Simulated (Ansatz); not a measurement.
# Work function of fcc Ir face by face (PBEsol, PAW set soft_1)

Does the work function of Ir follow how densely a face is packed?

All values are computed: Ansatz 0.2.0, PBEsol, plane waves, PAW set soft_1, scalar-relativistic unless marked; slabs or sheets with vacuum, the vacuum level from the planar mean of the electrostatic potential.

| face | atoms in the slab | top-layer atoms per Å² | work function (eV) |
| --- | --- | --- | --- |
| (100) | 6 | 0.136 | 5.68 |
| (111) | 6 | 0.157 | 5.61 |

The densest face listed is -0.07 eV against the most open one. The difference is within the scatter of thin slabs and meshes, so no order can be read.

The slabs are 1×1 cuts on the parent's lattice, 9.4 to 10.9 Å between the outer relaxed layers. Two faces can't establish a trend.
